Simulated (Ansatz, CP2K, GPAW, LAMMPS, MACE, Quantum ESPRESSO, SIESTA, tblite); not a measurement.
# Running amorphous 29Ga2O3-71GeO2 (mol %) (86 atoms) with tblite

Aim: run amorphous 29Ga2O3-71GeO2 (mol %) (86 atoms) in tblite and see how near its forces come to a plane-wave reference, and at what cost.

Program: tblite 0.8.0. Level of theory: the method is named at each step. Results are calculated unless marked as measured.

**1. Set-up**

The cell holds 86 atoms: 14 Ga, 17 Ge and 55 O. Its edges and angles: a = 11.142 Å, b = 11.142 Å, c = 11.142 Å, α = 90.0°, β = 90.0°, γ = 90.0°. 86 atoms (14 Fe, 17 Ge, 55 O) placed at random at 3.54 g/cm³, melted at 5000 K for 10 ps at fixed volume with the Morse and Coulomb pair potential with partial charges (Pedone, Malavasi, Menziani, Cormack and Segre, J. Phys. Chem. B 110, 11780 (2006)). Quenched from 5000 K to 300 K at 100 K/ps and fixed volume, held 5 ps, then minimised at fixed cell. Then Fe was replaced by Ga and the cell scaled by 1.006 (the potential has no terms for the new elements, so the cell is a start for a DFT relaxation).

The yardstick, on the same geometry:

```
method                                           : Kohn-Sham DFT, PBE, PAW, plane waves (Ansatz 0.2.0); cutoff 420 eV, Γ point, fermi-dirac smearing of 0.05 eV; PAW set soft_2
r.m.s. force component                           : 0.88 eV/Å
longest force                                    : 2.697 eV/Å
pressure                                         : -2.413 GPa
gap (highest filled to lowest empty level) : 1.106 eV
SCF cycles                                       : 9
time                                             : 24 s on 4 threads of Arm Neoverse V2, shared host
CPU time                                         : 88 s
```

**2. GFN1-xTB**

Method: GFN1-xTB tight binding, diagonalisation.

The input, run.py:

```python
import numpy as np
from ase.io import read
from tblite.ase import TBLite

atoms = read("structure.xyz")
atoms.calc = TBLite(method="GFN1-xTB", electronic_temperature=580, accuracy=1.0, max_iterations=250, mixer_damping=0.4, verbosity=1)
energy = atoms.get_potential_energy()
forces = atoms.get_forces()
print(f"energy {energy:.6f} eV")
print("forces (eV/A)")
for i, (a, f) in enumerate(zip(atoms, forces)):
    print(f"{i:4d} {a.symbol:2s} {f[0]:10.5f} {f[1]:10.5f} {f[2]:10.5f}")
stress = -atoms.get_stress(voigt=False) * 160.21766
print("stress (GPa, compression positive)")
for row in stress:
    print(" ".join(f"{x:10.4f}" for x in row))
print("charges (e)")
print(np.array2string(atoms.get_charges(), precision=4, suppress_small=True, max_line_width=110, threshold=100000))
```

The input, structure.xyz:

```xyz
86
Lattice="11.14215 0.00000 0.00000 0.00000 11.14215 0.00000 0.00000 0.00000 11.14215" Properties=species:S:1:pos:R:3 pbc="T T T"
Ga 9.00152 3.27925 6.39805
Ga 8.91405 10.57212 9.69222
Ga 9.95640 6.59638 2.27734
Ga 10.73156 2.37729 8.82659
Ga 5.10990 2.27333 2.52849
Ga 0.76079 10.75251 9.60074
Ga 10.23473 1.29873 0.95600
Ga 10.48721 10.25067 3.63468
Ga 5.33631 0.85204 8.84130
Ga 9.96788 7.04340 5.56851
Ga 10.71496 9.82203 6.61643
Ga 2.73651 10.87474 6.96529
Ga 8.10324 1.57160 3.79067
Ga 8.19427 5.01731 4.54176
Ge 3.80482 9.31651 9.69490
Ge 7.72541 0.04813 7.02223
Ge 0.66151 5.07959 10.70181
Ge 10.47585 7.44507 9.01199
Ge 5.14600 10.15640 1.55879
Ge 2.69473 2.86944 9.58158
Ge 1.56837 5.96439 4.04527
Ge 8.13845 4.86622 9.36175
Ge 8.30135 9.77701 1.89907
Ge 5.79180 2.67378 5.74957
Ge 3.63279 8.74592 4.22042
Ge 0.65371 1.73584 5.57854
Ge 8.00474 3.90232 1.55099
Ge 1.63255 3.02465 2.55523
Ge 5.41052 6.60585 8.24218
Ge 3.19501 4.53452 6.63025
Ge 6.75838 8.19494 5.60350
O 8.55829 5.24305 2.58799
O 11.00766 0.22819 5.17809
O 5.73843 1.48937 7.02702
O 2.17216 1.34363 6.25665
O 4.29441 3.51412 5.71971
O 2.17695 4.16416 10.65301
O 7.97265 7.12262 4.92294
O 8.72787 2.30197 1.73572
O 1.51645 1.57049 9.39239
O 2.00659 5.23469 5.57743
O 1.00335 10.38649 7.70480
O 9.48765 5.20617 6.02579
O 4.04438 10.53813 8.39996
O 6.42969 3.61184 2.17807
O 8.53277 10.58783 0.40591
O 10.33691 8.89155 4.95257
O 1.79077 4.74912 2.85551
O 8.57600 10.89335 3.25986
O 8.57400 3.49942 8.32853
O 2.17573 9.62091 10.08409
O 4.73475 9.88866 11.03452
O 3.99324 9.61400 2.74331
O 10.25011 0.85928 10.01947
O 6.13275 1.86364 4.24104
O 0.64045 6.50757 9.63907
[... 26 atom lines left out ...]
O 3.24883 2.44191 2.43200
O 2.64559 3.70332 8.03906
O 9.31216 10.66839 7.62680
O 8.09076 4.35045 11.03340
```

Command:

```
$ OMP_NUM_THREADS=1 python run.py > output.txt
```

The log of the run:

```text
------------------------------------------------------------
  cycle        total energy    energy error   density error
------------------------------------------------------------
      1     -250.0382848235  -2.5034383E+02   1.0854826E+00
      2     -327.1787832212  -7.7140498E+01   1.6999441E+00
      3     -214.1810790599   1.1299770E+02   9.4379756E-01
      4     -294.3670447090  -8.0185966E+01   4.8036022E-01
      5     -297.7888776533  -3.4218329E+00   3.0675561E-01
      6     -304.3979436642  -6.6090660E+00   1.4725870E-01
      7     -304.6498321866  -2.5188852E-01   1.2115411E-01
      8     -305.1883787926  -5.3854661E-01   9.6671812E-02
      9     -305.7169634365  -5.2858464E-01   5.7915383E-02
     10     -305.7248623181  -7.8988816E-03   5.1080782E-02
     11     -305.8985244632  -1.7366215E-01   2.4681217E-02
     12     -305.9127807336  -1.4256270E-02   1.9284393E-02
     13     -305.9463741066  -3.3593373E-02   8.6478610E-03
     14     -305.9483505900  -1.9764833E-03   6.7839348E-03
     15     -305.9498946284  -1.5440384E-03   5.0153263E-03
     16     -305.9510077482  -1.1131198E-03   3.0115588E-03
     17     -305.9513134970  -3.0574883E-04   2.3760731E-03
     18     -305.9517184979  -4.0500086E-04   8.6589057E-04
     19     -305.9517295472  -1.1049330E-05   6.4103537E-04
     20     -305.9517594270  -2.9879811E-05   2.8060317E-04
     21     -305.9517617394  -2.3123386E-06   1.6246633E-04
     22     -305.9517632848  -1.5454730E-06   9.4468123E-05
     23     -305.9517639562  -6.7135795E-07   4.5192890E-05
     24     -305.9517640201  -6.3900643E-08   3.1780219E-05
     25     -305.9517641159  -9.5819871E-08   9.9604441E-06
------------------------------------------------------------
 total:                                   4.572 sec
energy -8325.371558 eV
forces (eV/A)
   0 Ga   -0.09851   -0.02545   -0.07481
   1 Ga    0.59874   -0.09995    0.02373
   2 Ga    0.18701   -0.30008   -0.22580
   3 Ga    0.83231    0.47112    0.64631
   4 Ga    0.44962   -0.41285   -0.07528
   5 Ga    0.67188   -0.01859   -1.16827
   6 Ga    0.75599   -0.11182    1.08248
   7 Ga   -0.38152    0.98143   -0.09875
   8 Ga   -0.41590    0.16412   -1.64094
   9 Ga   -0.36851   -0.21150    0.12122
  10 Ga   -0.20353    0.42869    0.08017
  11 Ga   -0.78190   -0.46432   -0.57261
  12 Ga    0.17434    0.52434    0.59496
  13 Ga    0.45064   -0.86179    0.69376
  14 Ge   -0.15296    0.64019   -0.26709
  15 Ge    1.11623   -0.27775   -0.16355
  16 Ge   -1.04297   -0.38655   -0.89288
  17 Ge   -0.72069   -0.06898   -0.02814
  18 Ge    0.40588    0.52505    0.37308
  19 Ge   -0.30706   -0.61439   -0.86769
  20 Ge    0.05789   -0.37257    0.26180
  21 Ge    0.24587    0.30255   -0.57027
  22 Ge   -0.34836   -0.03183   -0.33161
  23 Ge    0.24742    0.35411    0.46515
[...]
78 O    -0.98031    0.29278    1.20749
  79 O    -0.70672    0.01871    0.16337
  80 O    -0.07351    0.23652    0.74991
  81 O    -0.72322    0.89383    0.83163
  82 O     1.06807   -0.11368   -0.09665
  83 O    -0.47052    0.35064   -0.61508
  84 O     0.69320   -0.69539    0.26820
  85 O    -0.17771    0.21077   -0.40752
stress (GPa, compression positive)
   -1.7272     1.2907     0.2237
    1.2907    -4.6515    -1.2355
    0.2237    -1.2355    -3.3535
charges (e)
[ 0.5728  0.5398  0.5302  0.5576  0.5138  0.5673  0.5458  0.5436  0.5241  0.5504  0.5661  0.5431  0.5681
  0.5662  0.6789  0.7019  0.6803  0.6768  0.6689  0.686   0.6856  0.6874  0.6912  0.685   0.6703  0.692
  0.6849  0.6762  0.6763  0.6826  0.6792 -0.2978 -0.3644 -0.3819 -0.3688 -0.3507 -0.3345 -0.3388 -0.3337
 -0.3684 -0.3389 -0.3487 -0.3759 -0.3141 -0.3786 -0.3638 -0.3459 -0.3531 -0.3259 -0.352  -0.3544 -0.3455
 -0.3412 -0.2739 -0.3204 -0.3486 -0.3683 -0.3691 -0.3428 -0.3397 -0.3552 -0.3102 -0.358  -0.3711 -0.3908
 -0.342  -0.3502 -0.3777 -0.3676 -0.3579 -0.3812 -0.3607 -0.3584 -0.3578 -0.3407 -0.3638 -0.3421 -0.3967
 -0.3097 -0.3675 -0.3576 -0.31   -0.3449 -0.3604 -0.3745 -0.346 ]
```

Elapsed: 5.1 s, on 1 thread of Arm Neoverse V2, shared host; peak memory 0.13 GiB.

Banners, paths, timers and routine set-up lines are dropped from the logs unmarked, and long logs keep their key lines alone; longer cuts are marked.

Compared with the plane-wave run:

| Item | Value |
| --- | --- |
| r.m.s. force component | 0.5404 eV/Å |
| r.m.s. difference of force components | 544.3 meV/Å |
| longest difference of force vectors | 1960 meV/Å |
| force difference over r.m.s. force | 61.85 % |
| slope of forces against the reference's | 0.4972 |
| correlation of force components | 0.8098 |
| pressure | -3.244 GPa |
| pressure difference | -0.8312 GPa |

Length of the force difference by element (eV/Å):

```
element  atoms  mean  most
     Ga     14  0.67  0.98
     Ge     17  0.82   1.8
      O     55  0.87   2.0
```

Local excerpt of 10 atoms (numbers count through the whole input) about Ga9, which bears the longest force; x, y, z are measured from there.

```
atom      x      y      z  distance (Å)  bonds  Mulliken charge (e)     Fx     Fy  Fz (eV/Å)
 Ga9   0.00   0.00   0.00          0.00      4                 0.52  -0.42   0.16      -1.64
 O66  -1.11   1.22   0.85          1.86      2                -0.34   1.06  -0.14       0.39
 O34   0.40   0.64  -1.81          1.96      2                -0.38  -0.97   0.15       0.70
 O79   1.81  -0.81  -0.11          1.99      3                -0.31  -0.98   0.29       1.21
 O44  -1.29  -1.46  -0.44          2.00      3                -0.31   0.60   0.81      -0.73
 O52  -0.60  -2.11   2.19          3.10      2                -0.35   0.31  -0.16       0.11
Ge16   2.39  -0.80  -1.82          3.11      4                 0.70   1.12  -0.28      -0.16
Ge15  -1.53  -2.68   0.85          3.20      4                 0.68  -0.15   0.64      -0.27
Ga12  -2.60  -1.12  -1.88          3.40      4                 0.54  -0.78  -0.46      -0.57
Ge20  -2.64   2.02   0.74          3.41      4                 0.69  -0.31  -0.61      -0.87
```

Atoms are counted from 1 here, from 0 in the log.

Forces lie 62 % from the reference's, at 0.058 times its CPU time (on 1 against 4 cores).

**3. What came out**

```yaml
force_difference_from_the_reference: tblite GFN1-xTB, 62 %
its_cpu_time: 5.1 s
```

**Reading.** Tight binding differs by 62 % (tblite GFN1-xTB); it is another model, with fitted parameters of its own, and the xTB methods hold dispersion. One electronic-structure run takes under half the reference's CPU time: tblite GFN1-xTB, at 62 % in 5.1 s against 88 s, too far off to be of use. Periodic xTB results under one method name differ between programs and library versions. The quench rate of 100 K/ps is many orders above laboratory rates, so the cell is likely richer in defects and strain than a real sample. The network of bonds at the start is that of the classical potential that made the cell, and needn't be the one that DFT or experiment would give. The reference's pressure of -2.4 GPa belongs to a cell and atoms that aren't relaxed at this level. The electronic-structure runs sample only Γ, in a cell whose shortest periodic width is 11 Å.

[Also dropped from logs without a mark: logging warnings of Python, and SIESTA's first energy breakdown and zero terms.]

[Logs are printed without paths, hosts, clocks, repeated set-up lines and the standing remarks that a program may print on its own settings, such as how far it seeks lower states.]

[Hosts, paths, dates, database ids (printed as entryN), source tags and the programs' standing remarks are cut or masked in the printed files.]
